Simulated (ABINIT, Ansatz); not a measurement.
# AlGa3N4 (P-43m): G0W0 on several meshes in ABINIT, part 2 of 2

Wanted: mesh dependence and cost of G0W0 for AlGa3N4 (P-43m).

ABINIT 10.8.3; PBEsol and many-body steps on it, plane waves. Known limits of the many-body steps: not at the basis limit; no spin-orbit coupling; coarse k mesh.

So far. Step 4 (2×2×2): The gap on the mesh goes from 2.30 eV to 3.24 eV, a correction of +0.94 eV. Step 5 (Empty states on the mesh, 4×4×4 mesh, 112 bands): On this mesh the gap is 2.296 eV.

### 7. 4×4×4

This step: G0W0 on PBEsol, plane waves, norm-conserving pseudopotentials.

File run.abi:

```
acell 3*1.0 Angstrom
rprim 
  4.471685360000 0.000000000000 0.000000000000
  0.000000000000 4.471685360000 0.000000000000
  0.000000000000 0.000000000000 4.471685360000
ntypat 3
znucl 13 31 7
natom 8
typat 1 2 2 2 3 3 3 3
xred 
  0.000000000000 0.000000000000 0.000000000000
  0.500000000000 0.500000000000 0.000000000000
  0.500000000000 0.000000000000 0.500000000000
  0.000000000000 0.500000000000 0.500000000000
  0.755714420000 0.755714420000 0.244285580000
  0.755714420000 0.244285580000 0.755714420000
  0.244285580000 0.755714420000 0.755714420000
  0.244285580000 0.244285580000 0.244285580000
pp_dirpath "pseudos"
pseudos "Al.upf, Ga.upf, N.upf"
ecut 45
ngkpt 4 4 4
nshiftk 1
shiftk 0 0 0
kptopt 1
chksymbreak 0
istwfk *1
occopt 1
irdwfk 1
optdriver 4
nband 102
gwcalctyp 0
ecutsigx 45
symsigma 1
nkptgw 1
kptgw 
  0.0000000000 0.0000000000 0.0000000000
bdgw 
  41 47
ecuteps 4.2
irdscr 1
ppmodel 1
indata_prefix "in"
outdata_prefix "out"
tmpdata_prefix "tmp"
```

Run with:

```console
> OMP_NUM_THREADS=1 mpirun -n 4 abinit run.abi > log
```

Numbers of over 12 decimals in the logs are rounded to 6 here.

Log:

```text
.Version 10.8.3 of ABINIT. v10.8.2 released Aug 2026.

 Symmetries : space group P-4 3 m (#215); Bravais cP (primitive cubic)
[... echo of the input left out ...]
== DATASET  1 ==================================================================
-   mpi_nproc: 4, omp_nthreads: 1 (-1 if OMP is not activated)

--- !DatasetInfo
iteration_state: {dtset: 1, }
dimensions: {natom: 8, nkpt: 10, mband: 102, nsppol: 1, nspinor: 1, nspden: 1, mpw: 8744, }
cutoff_energies: {ecut:  45.0, pawecutdg:  -1.0, }
electrons: {nelect:   8.60000000E+01, charge:   0.00000000E+00, occopt:   1.00000000E+00, tsmear:   1.00000000E-02, }

 SIGMA: Calculation of the GW corrections

 Based on a program developped by R.W. Godby, V. Olevano, G. Onida, and L. Reining.
 Incorporated in ABINIT by V. Olevano, G.-M. Rignanese, and M. Torrent.
.Using double precision arithmetic ; gwpc =  8

[... cell and pseudopotentials left out ...]
--------------------------------------------------------------------------------

 ==== K-mesh for the wavefunctions ====
 Number of points in the irreducible wedge :    10
[... list of points left out ...]
 Together with 24 symmetry operations and time-reversal symmetry
 yields    64 points in the full Brillouin Zone.

 ==== Q-mesh for screening function ====
 Number of points in the irreducible wedge :    10
[... list of points left out ...]
 Together with 24 symmetry operations and time-reversal symmetry
 yields    64 points in the full Brillouin Zone.

 vcoul_init : cutoff-mode = AUXILIARY_FUNCTION
 q-points for optical limit:   1
     1)      0.000010    0.000020    0.000030
 setmesh: FFT mesh size selected  =    54x   54x   54
          total number of points  =       157464

 Number of electrons calculated from density =   86.0000; Expected =   86.0000
[...]
number of q-points in BZ                           64
 number of frequencies for dSigma/dE                 9
 frequency step for dSigma/dE [eV]                0.25
 number of omega for Sigma on real axis              0
 max omega for Sigma on real axis  [eV]           0.00
 zcut for avoiding poles [eV]                     0.10

 EPSILON^-1 parameters (SCR file):
 dimension of the eps^-1 matrix on file            251
 dimension of the eps^-1 matrix used               251
 number of plane-waves for wavefunctions          8709
 number of bands                                   102
 number of q-points in IBZ                          10
 number of frequencies                               2
 number of real frequencies                          1
 number of imag frequencies                          1

 matrix elements of self-energy operator (all in [eV])

 Perturbative Calculation

--- !SelfEnergy_ee
iteration_state: {dtset: 1, }
kpoint     : [   0.000,    0.000,    0.000, ]
spin       : 1
KS_gap     :    2.296
QP_gap     :    3.413
Delta_QP_KS:    1.117
data: !SigmaeeData |
     Band     E0 <VxcDFT>   SigX SigC(E0)      Z dSigC/dE  Sig(E)    E-E0       E
       41   6.453 -18.177 -21.790   3.559   0.796  -0.256 -18.219  -0.042   6.411
       42   6.453 -18.177 -21.790   3.559   0.796  -0.256 -18.219  -0.042   6.411
       43   6.453 -18.177 -21.790   3.559   0.796  -0.256 -18.219  -0.042   6.411
       44   8.749 -13.992  -9.792  -2.891   0.821  -0.218 -12.917   1.075   9.825
       45   9.814 -11.769  -7.395  -3.308   0.839  -0.191 -10.875   0.894  10.708
       46   9.814 -11.769  -7.395  -3.308   0.839  -0.191 -10.875   0.894  10.708
       47   9.814 -11.769  -7.395  -3.308   0.839  -0.191 -10.875   0.894  10.708

== END DATASET(S) ==============================================================
================================================================================

 -outvars: echo values of variables after computation  --------
           etotal      0.0000000000E+00
            nband         102
             nkpt          10
          spgroup         215
 [... the other variables as echoed above ...]

 Calculation completed.
```

Elapsed: 19 s, on 4 MPI ranks of Intel Xeon Platinum 8259CL at 2.50GHz (Skylake/Cascade Lake), shared host; peak memory 2.1 GiB.

Numbers from this step:

- G0W0 gap on the points computed: 3.414 eV
- starting gap on the mesh: 2.296 eV
- k of the valence top: 0, 0, 0
- k of the conduction bottom: 0, 0, 0
- Z at the valence top: 0.796
- Z at the conduction bottom: 0.821
- least direct G0W0 gap on the computed points: 3.414 eV

Against G0W0 in ABINIT (2×2×2 mesh, 102 bands, screening to 114.3 eV, Godby-Needs plasmon pole), the gap moves by +0.175 eV.

### 8. The runs together

Times are wall times on 4 MPI ranks of Intel Xeon Platinum 8259CL at 2.50GHz (Skylake/Cascade Lake), shared host, good to a factor of about two. A run's time includes the screening step that it read.

| run | mesh | bands | screening cutoff (eV) | DFT gap (eV) | gap on the mesh (eV) | direct (eV) | ε∞ used | time |
| --- | --- | --- | --- | --- | --- | --- | --- | --- |
| 2×2×2 | 2×2×2 | 102 | 114.3 | 2.296 | 3.239 | 3.239 | 8.07 | 72 s |
| 4×4×4 | 4×4×4 | 102 | 114.3 | 2.296 | 3.414 | 3.414 | 5.41 | 5.8 min |

### 9. Summary of results

```
2×2×2        : 3.239 eV
4×4×4        : 3.414 eV
known limits : not at the basis limit; no spin-orbit coupling; coarse k mesh
```

4×4×4: +0.175 eV against 2×2×2. Bands and cutoff are finite, so the gap is not at the basis limit. The miss can reach some tenths of an eV and take either sign; the mesh is an error of its own. In the first G0W0 run levels were corrected at 1 k point alone, so a gap called «on the mesh» is the least over those, and an edge elsewhere would be missed. The 2×2×2 mesh is coarse for this cell, which bears on the long-range parts of exchange and screening. The many-body steps are scalar-relativistic: spin-orbit coupling is not in them.

[Paths, hosts, dates, memory and timing lines, banners, echoed tables and standing remarks are left out of the program output.]

[Logs are printed without paths, hosts, clocks, repeated set-up lines and the standing remarks that a program may print on its own settings, such as how far it seeks lower states.]

[Runs of the session that timed out or met a known fault of the program may be left out.]

[No measured gap is set beside runs whose start may be inverted or whose files or cutoffs have a known fault.]

[Hosts, paths, dates, database ids (printed as entryN), source tags and the programs' standing remarks are cut or masked in the printed files.]

[G0W0 gaps are taken among the corrected bands and points alone; a level outside them can change the order at an edge.]

[Where Ansatz stands beside ABINIT at settings called matched, ABINIT's density can come from a denser mesh and the files from another edition; pairs whose starting gaps differed by over 0.03 eV were left out, so agreement reads better than it is.]
